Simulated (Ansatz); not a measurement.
# Phonons of LuP (Fm-3m) against volume, part 2 of 2

Does LuP (Fm-3m) expand much on heating, by its phonons?

Ansatz 0.2.0; DFT LDA, scalar-relativistic, plane waves, PAW.

So far, highest frequency on the path or at a solved wavevector (cm⁻¹): step 2 (phonons on a q mesh) 334.

### Step 4. Phonons at the other volume, volume ratio 0.97

The phonons are repeated at this volume on the same k and q meshes.

input.yaml

```yaml
crystal:
  lattice:
    - [0.0, 2.6682161303, 2.6682161303]
    - [2.6682161303, 0.0, 2.6682161303]
    - [2.6682161303, 2.6682161303, 0.0]
  atoms:
    - { symbol: Lu, position: [0.0, 0.0, 0.0] }
    - { symbol: P, position: [0.5, 0.5, 0.5] }
kpoints:
  mp_grid: { grid: [12, 12, 12] }
hamiltonian:
  xc: lda
scf:
  occupations: { method: methfessel_paxton, width: 0.15 }
output:
  eigenvalues: true
phonons:
  method: dfpt
  qmesh: [4, 4, 4]
  temperatures: { t_max: 1000, t_step: 50 }
  qpath:
    path:
      - [[0.0, 0.0, 0.0], [0.5, 0.0, 0.5], [0.625, 0.25, 0.625]]
      - [[0.375, 0.375, 0.75], [0.0, 0.0, 0.0], [0.5, 0.5, 0.5], [0.5, 0.25, 0.75], [0.5, 0.0, 0.5]]
    npoints: 10
```

Started as:

```bash
ansatz run input.yaml --threads 4 --pin off --max-ram 7168MiB --backend cpu --events-out ev --progress --plain --runs-dir out
```

Numbers of over 12 decimals in the logs are rounded to 6 here.

Log:

```text
[...]
Crystal: 2 atoms, lattice volume = 37.992 Å³
Basis set: ecut = 420 eV, 725 PW (Γ), exchange–correlation on 54×54×54 points (8 copies of the dense FFT grid, shifted against one another)
Bands: 19, of which v1, the nominal top of the filled ones, is band 15 counted from 1 (14 counted from 0)
Symmetry: 48 space group operations
k-points: 72 of 1728
[...]
SCF iter   1: F=—  HF=-15222.220044 eV  |F-HF|=—  |Δ(HF+E_count)|=         —  Δρ=4.75e-3  dr2=7.48e-3  ethr=1.77e-3  ⟨swp⟩=5.5  Hψ=7716  notcnv=0
[...]
SCF iter  11: F=-15222.216219 eV  HF=-15222.216219 eV  |F-HF|=3.64e-12  |Δ(HF+E_count)|=  1.82e-12  S|Δr|=    0.00e0  Δρ=3.01e-8  dr2=2.99e-13  ethr=1.00e-12  ⟨swp⟩=8.3  Hψ=9108  notcnv=0
SCF 1 converged in 11 iterations: F = -15222.216219 eV  dr2 = 2.99e-13
[...]
SCF iter   4: F=-15222.216219 eV  HF=-15222.216219 eV  |F-HF|=3.64e-12  |Δ(HF+E_count)|=    0.00e0  S|Δr|=    0.00e0  Δρ=2.26e-7  dr2=6.44e-12  ethr=1.00e-12  ⟨swp⟩=5.9  Hψ=5338  notcnv=0
SCF 2 converged in 4 iterations: F = -15222.216219 eV  dr2 = 6.44e-12
[...]
NSCF: frozen V_eff on 72 k-points
[...]
SCF converged after 11 iterations
[...]
Free energy (F): -15222.216219 eV
[...]
Internal energy: -15222.216087 eV  (E = F + TS)
E sigma→0 (E₀):  -15222.216186 eV
Entropy (-TS):   -0.000132 eV (-0.066 meV/atom)
Fermi energy:    13.796374 eV
[...]
--- Band table (eV; the first three rows and the last of 72) ---
  k-point 0: bands = [... 11 lower, 9.6834, 14.6930, 14.6930, 14.6930, 15.2816, 15.2816, 15.2816, 16.2627]
  k-point 1: bands = [... 11 lower, 9.6836, 13.7776, 14.0739, 14.0739, 15.5131, 15.5131, 15.7462, 16.9429]
  k-point 2: bands = [... 11 lower, 9.6840, 12.4553, 13.2269, 13.2269, 15.9404, 15.9404, 16.0697, 18.2253]
  k-point 71: bands = [... 11 lower, 9.6761, 11.0853, 11.0853, 11.1167, 17.1893, 17.1893, 17.7461, 19.9823]
[...]
ASR residual: 4.708e-5 → 0.000e0 eV/Å²; symmetrization residual: 2.171e-6 eV/Å²
  ASR residual per site (eV/Å²): 4.71e-5 9.44e-6
  Γ frequencies (cm⁻¹): 0.00 0.00 0.00 283.22 283.22 283.22
--- Phonons (arbitrary-q DFPT): 8 irreducible q on the 4×4×4 mesh ---
[...]
interpolated dispersion: 62 rows × 6 modes
[...]
```

Wall time 10 min (4 threads of Arm Neoverse N1, shared host); peak memory 3.1 GiB; 39 min of CPU time.

This step gave:

- sum-rule residual before enforcement: 4.71e-5 eV/Å²
- highest frequency on the path or at a solved wavevector: 344 cm⁻¹
- mean frequency: 210.9 cm⁻¹
- Debye temperature (second moment): 436 K
- logarithmic mean frequency: 182.4 cm⁻¹
- highest optical mode at the zone centre (no LO-TO term): 283.2 cm⁻¹
- lowest optical zone-centre mode: 283.2 cm⁻¹
- lowest mode on the q mesh (acoustic modes at Γ apart): 64.34 cm⁻¹
- zero-point energy per atom: 39.22 meV
- heat capacity at 300 K: 22.56 J/(mol atoms K)
- vibrational entropy at 300 K: 29.53 J/(mol atoms K)
- edges of the widest gap between branches, on path and mesh: 167.9, 283.2 cm⁻¹

Frequencies (cm⁻¹) solved at each irreducible wavevector; negative means imaginary. Frequencies by wavevector, by row:

| q in reciprocal lattice units | star | mode 1 | mode 2 | mode 3 | mode 4 | mode 5 | mode 6 |
| --- | --- | --- | --- | --- | --- | --- | --- |
| 0 0 0 | 1 | 0 | 0 | 0 | 283.2 | 283.2 | 283.2 |
| 0 0 0.25 | 8 | 82.4 | 82.4 | 112.8 | 291.1 | 291.1 | 332.7 |
| 0 0 -0.5 | 4 | 115.9 | 115.9 | 167.8 | 295.4 | 295.4 | 342.8 |
| 0 0.25 0.25 | 6 | 64.3 | 64.3 | 129.9 | 296.1 | 296.1 | 322.7 |
| 0 0.25 -0.5 | 24 | 106 | 113.6 | 136.2 | 296.6 | 313.1 | 332.1 |
| 0 0.25 -0.25 | 12 | 86.4 | 116.2 | 150.4 | 299 | 313.2 | 333.2 |
| 0 -0.5 -0.5 | 3 | 91.1 | 91.1 | 111.5 | 286 | 286 | 325.5 |
| 0.25 -0.5 -0.25 | 6 | 103.6 | 103.6 | 138.4 | 318.8 | 318.8 | 321 |

The highest optical mode at the zone centre (no LO-TO term) is 283.2 cm⁻¹, +17.0 cm⁻¹ against the base run.

### Step 5. Relaxing at another volume, volume ratio 1.03

The volume is scaled by 1.03 and held; symmetry leaves nothing to relax, so this is a single point. The modes can then be followed against volume.

input.yaml, the sections that differ from step 4:

```yaml
crystal:
  lattice:
    - [0.0, 2.7221340132, 2.7221340132]
    - [2.7221340132, 0.0, 2.7221340132]
    - [2.7221340132, 2.7221340132, 0.0]
  atoms:
    - { symbol: Lu, position: [0.0, 0.0, 0.0] }
    - { symbol: P, position: [0.5, 0.5, 0.5] }
output:
  forces: true
  stress: true
  eigenvalues: true
# kpoints, hamiltonian, scf: as in step 4
# phonons: removed
```

Log:

```text
[...]
Crystal: 2 atoms, lattice volume = 40.342 Å³
Basis set: ecut = 420 eV, 749 PW (Γ)
Bands: 19, of which v1, the nominal top of the filled ones, is band 15 counted from 1 (14 counted from 0)
Symmetry: 48 space group operations
[...]
k-points: 72 of 1728
[...]
--- Band table (eV; the first three rows and the last of 72) ---
  k-point 0: bands = [... 11 lower, 8.5536, 13.6109, 13.6109, 13.6109, 14.3875, 14.3875, 14.3875, 15.2955]
  k-point 1: bands = [... 11 lower, 8.5537, 12.7719, 13.0744, 13.0744, 14.5960, 14.5960, 14.7665, 15.8970]
  k-point 2: bands = [... 11 lower, 8.5540, 11.4897, 12.2929, 12.2929, 14.9983, 14.9983, 15.0492, 17.0827]
  k-point 71: bands = [... 11 lower, 8.5504, 10.2046, 10.2046, 10.2253, 16.1308, 16.1308, 16.5596, 18.7094]
[key lines of the parts left out:]
SCF converged after 7 iterations
Free energy (F): -15222.217299 eV
Fermi energy:    12.888744 eV
P = ⅓ Tr σ = -2.8242 GPa (-28.242 kbar)
```

It took 2.5 s on 4 threads; peak memory 0.36 GiB.

This step gave:

- pressure: -2.824 GPa
- volume per atom: 20.17 Å³

The run ends at a pressure of -2.82 GPa.

### Step 6. Phonons at the other volume, volume ratio 1.03

The phonons are repeated at this volume on the same k and q meshes.

input.yaml, the sections that differ from step 5:

```yaml
output:
  eigenvalues: true
phonons:
  method: dfpt
  qmesh: [4, 4, 4]
  temperatures: { t_max: 1000, t_step: 50 }
  qpath:
    path:
      - [[0.0, 0.0, 0.0], [0.5, 0.0, 0.5], [0.625, 0.25, 0.625]]
      - [[0.375, 0.375, 0.75], [0.0, 0.0, 0.0], [0.5, 0.5, 0.5], [0.5, 0.25, 0.75], [0.5, 0.0, 0.5]]
    npoints: 10
# crystal, kpoints, hamiltonian, scf: as in step 5
```

Log:

```text
[...]
Crystal: 2 atoms, lattice volume = 40.342 Å³
Basis set: ecut = 420 eV, 749 PW (Γ), exchange–correlation on 54×54×54 points (8 copies of the dense FFT grid, shifted against one another)
Bands: 19, of which v1, the nominal top of the filled ones, is band 15 counted from 1 (14 counted from 0)
Symmetry: 48 space group operations
k-points: 72 of 1728
[...]
k-point 71: bands = [... 11 lower, 8.5506, 10.2046, 10.2046, 10.2252, 16.1308, 16.1308, 16.5596, 18.7094]
[...]
ASR residual: 6.675e-5 → 0.000e0 eV/Å²; symmetrization residual: 2.831e-6 eV/Å²
  ASR residual per site (eV/Å²): 5.96e-5 6.67e-5
  Γ frequencies (cm⁻¹): 0.00 0.00 0.00 250.77 250.77 250.77
--- Phonons (arbitrary-q DFPT): 8 irreducible q on the 4×4×4 mesh ---
[...]
interpolated dispersion: 62 rows × 6 modes
[...]
[key lines of the parts left out:]
SCF converged after 9 iterations
Free energy (F): -15222.217300 eV
Fermi energy:    12.888737 eV
```

Wall time 11 min (4 threads); peak memory 3.2 GiB.

This step gave:

```yaml
sum_rule_residual_before_enforcement: 6.67e-5 eV/Å²
highest_frequency_on_the_path_or_at_a_solved_wavevector: 323.3 cm⁻¹
mean_frequency: 193.5 cm⁻¹
debye_temperature_second_moment: 400 K
logarithmic_mean_frequency: 167.8 cm⁻¹
highest_optical_mode_at_the_zone_centre_no_lo_to_term: 250.8 cm⁻¹
lowest_optical_zone_centre_mode: 250.8 cm⁻¹
lowest_mode_on_the_q_mesh_acoustic_modes_at_gamma_apart: 62.95 cm⁻¹
zero_point_energy_per_atom: 35.99 meV
heat_capacity_at_300_k: 22.91 J/(mol atoms K)
vibrational_entropy_at_300_k: 31.43 J/(mol atoms K)
edges_of_the_widest_gap_between_branches_on_path_and_mesh: 156.7, 250.8 cm⁻¹
```

The highest optical mode at the zone centre (no LO-TO term) is 250.8 cm⁻¹, -15.5 cm⁻¹ against the base run.

### Step 7. Grüneisen parameters

The Grüneisen parameter of a mode is minus the logarithmic change of its frequency with volume, −d ln ω / d ln V; weighted by heat capacity it gives the expansion.

Numbers from this step:

- bulk modulus: 101.2 GPa

Phonon branches along the path, in cm⁻¹:

| point | branch 1 | branch 2 | branch 3 | branch 4 | branch 5 | branch 6 |
| --- | --- | --- | --- | --- | --- | --- |
| Γ | 0 | 0 | 0 | 266 | 266 | 266 |
| halfway | 64 | 64 | 123 | 280 | 280 | 312 |
| X | 89 | 89 | 109 | 271 | 271 | 312 |
| halfway | 95 | 100 | 108 | 275 | 286 | 312 |
| U | 105 | 106 | 124 | 283 | 309 | 312 |
| jump to K | 105 | 106 | 124 | 283 | 309 | 312 |
| halfway | 71 | 95 | 126 | 281 | 290 | 319 |
| Γ | 0 | 0 | 0 | 266 | 266 | 266 |
| halfway | 78 | 78 | 109 | 277 | 277 | 321 |
| L | 109 | 109 | 162 | 282 | 282 | 332 |
| halfway | 108 | 110 | 144 | 288 | 297 | 326 |
| W | 101 | 101 | 132 | 304 | 304 | 309 |
| halfway | 93 | 108 | 113 | 286 | 291 | 311 |
| X | 89 | 89 | 109 | 271 | 271 | 312 |

The same for volume x 0.97:

| point | branch 1 | branch 2 | branch 3 | branch 4 | branch 5 | branch 6 |
| --- | --- | --- | --- | --- | --- | --- |
| Γ | 0 | 0 | 0 | 283 | 283 | 283 |
| X | 91 | 91 | 112 | 286 | 286 | 326 |
| U | 107 | 111 | 128 | 296 | 324 | 325 |
| K | 107 | 111 | 128 | 296 | 324 | 325 |
| Γ | 0 | 0 | 0 | 283 | 283 | 283 |
| L | 116 | 116 | 168 | 295 | 295 | 343 |
| W | 104 | 104 | 138 | 319 | 319 | 321 |
| X | 91 | 91 | 112 | 286 | 286 | 326 |

The same for volume x 1.03:

| point | branch 1 | branch 2 | branch 3 | branch 4 | branch 5 | branch 6 |
| --- | --- | --- | --- | --- | --- | --- |
| Γ | 0 | 0 | 0 | 251 | 251 | 251 |
| X | 87 | 87 | 107 | 256 | 256 | 300 |
| U | 101 | 102 | 119 | 270 | 296 | 299 |
| K | 101 | 102 | 119 | 270 | 296 | 299 |
| Γ | 0 | 0 | 0 | 251 | 251 | 251 |
| L | 102 | 102 | 157 | 270 | 270 | 322 |
| W | 99 | 99 | 125 | 291 | 291 | 297 |
| X | 87 | 87 | 107 | 256 | 256 | 300 |

The first set of phonon branches as a text plot (rows in cm⁻¹):

```
    337 |                                     *******
    322 |                  ******           **       ****
    308 |    ****************    *         *            *********
    294 |   *           *   ***** **      *         *****   **
    280 |  *********  ******   ******    * ***********        **
    265 |***        ***             *******                     *
    251 |
    236 |
    222 |
    208 |
    194 |
    179 |
    165 |                                       ****
    150 |                   ***                *    ***
    136 |       *          *   *              *        *****
    122 |      * ***     **     *            *              **
    108 |    **     ************ *          *  ******************
     93 |   *       *****   *** * **       * **            ******
     79 |        ***           * *          *
     64 |  *   **               *****     **
     50 |   ***                   ***    **
     36 | **                        **   *
     22 | *                          *  *
      7 |*                            **
         Γ           X  U|K            Γ         L        W     X
```

Mode Grueneisen parameter -dln(w)/dln(V), modes matched by rank; at Γ the acoustic branches take the value of a neighbouring point of the path. Mode grüneisen parameters along the path, in :

| point | branch 1 | branch 2 | branch 3 | branch 4 | branch 5 | branch 6 |
| --- | --- | --- | --- | --- | --- | --- |
| Γ | 0.19 | 0.19 | 1.86 | 2.02 | 2.02 | 2.02 |
| halfway | 0.37 | 0.37 | 1.90 | 1.81 | 1.81 | 1.12 |
| X | 0.82 | 0.82 | 0.73 | 1.82 | 1.82 | 1.38 |
| halfway | 1.11 | 0.98 | 0.77 | 1.73 | 1.64 | 1.41 |
| U | 1.01 | 1.41 | 1.20 | 1.55 | 1.49 | 1.37 |
| jump to K | 1.01 | 1.41 | 1.20 | 1.55 | 1.49 | 1.37 |
| halfway | 0.26 | 2.28 | 1.39 | 1.55 | 1.69 | 1.11 |
| Γ | 0.18 | 1.97 | 1.24 | 2.02 | 2.02 | 2.02 |
| halfway | 1.86 | 1.86 | 1.07 | 1.68 | 1.68 | 1.16 |
| L | 2.10 | 2.10 | 1.15 | 1.49 | 1.49 | 1.05 |
| halfway | 1.50 | 1.81 | 1.20 | 1.47 | 1.52 | 1.19 |
| W | 0.81 | 0.81 | 1.68 | 1.53 | 1.53 | 1.29 |
| halfway | 0.77 | 0.81 | 1.42 | 1.67 | 1.51 | 1.44 |
| X | 0.82 | 0.82 | 0.73 | 1.82 | 1.82 | 1.38 |

The mode Grüneisen parameters as a text plot (rows in , shown from 0.2 to 2.2 only):

```
   2.13 |                    **                  *
   2.05 |*                  *       * ***      ** ***
   1.97 | *****                      *****   **    * *
   1.88 |** *  *           *        **    * *       *
   1.80 |    **********           **       *          *        **
   1.72 |              *        **       ** *        *    **  *
   1.64 |  *           **    *** *  *   **   *         * *  ***
   1.55 |        *      *****   *             **      ****** *
   1.47 |               ********          *     ********** ***
   1.39 |   *       **** ** ********                        * ***
   1.31 |         **    *  *      ***      *           *****  *
   1.22 |    **  ***      **     *   ***              **
   1.14 |      **      * *  *** *           **********  *
   1.06 |               *      *          **********
   0.97 |              *  *              *                     *
   0.89 |           * *                 *                *      *
   0.81 |           ** *** *                             ********
   0.73 |         ** **     *                               ** **
   0.64 |        *
   0.56 |                    **
   0.48 |       *
   0.40 |      *               *
   0.31 |
   0.23 |******                 **  *
         Γ           X  U|K            Γ         L        W     X
```

(dS/dlnV)/C_V. Thermodynamic Grueneisen parameter against temperature:

| temperature (K) | thermodynamic Grueneisen parameter |
| --- | --- |
| 50 | 1.30 |
| 100 | 1.36 |
| 150 | 1.38 |
| 200 | 1.39 |
| 250 | 1.39 |
| 300 | 1.39 |
| 350 | 1.40 |
| 400 | 1.40 |
| 450 | 1.40 |
| 500 | 1.40 |
| 550 | 1.40 |
| 600 | 1.40 |
| 650 | 1.40 |
| 700 | 1.40 |
| 750 | 1.40 |
| 800 | 1.40 |
| 850 | 1.40 |
| 900 | 1.40 |
| 950 | 1.40 |
| 1000 | 1.40 |

Gamma C_V/(B V) at the static volume. Volume expansion against temperature:

| temperature (K) | volume expansion (1e-6/K) |
| --- | --- |
| 50 | 6.88 |
| 100 | 15.4 |
| 150 | 20.8 |
| 200 | 23.8 |
| 250 | 25.5 |
| 300 | 26.6 |
| 350 | 27.2 |
| 400 | 27.7 |
| 450 | 28.0 |
| 500 | 28.2 |
| 550 | 28.4 |
| 600 | 28.5 |
| 650 | 28.6 |
| 700 | 28.7 |
| 750 | 28.7 |
| 800 | 28.8 |
| 850 | 28.9 |
| 900 | 28.9 |
| 950 | 28.9 |
| 1000 | 28.9 |

### Step 8. Outcome

```
bulk modulus                               : 101 GPa
thermodynamic Grüneisen parameter at 300 K : 1.394
volume expansion at 300 K, estimated       : 26.55 × 10⁻⁶ K⁻¹
```

What this shows: By this estimate the volume grows by 26.6 × 10⁻⁶ per kelvin at 300 K. The highest optical mode at Γ goes from 283 to 251 cm⁻¹ as the cell grows, a Grüneisen parameter of 2.03. Mode parameters on the path run from 0.17 to 2.3, with a median of 1.5. Branches are matched by rank, so values near crossings are rough. The expansion is the Grüneisen estimate at the static volume, with the static bulk modulus. With no gap, or one that is small against the smearing, the frequencies hang on the k mesh and the smearing, most of all near Kohn anomalies. Spin-orbit coupling is left out, which can matter for the heavy elements here.

[Logs are printed without paths, hosts, clocks, repeated set-up lines and the standing remarks that a program may print on its own settings, such as how far it seeks lower states.]

[Hosts, paths, dates, database ids (printed as entryN), source tags and the programs' standing remarks are cut or masked in the printed files.]
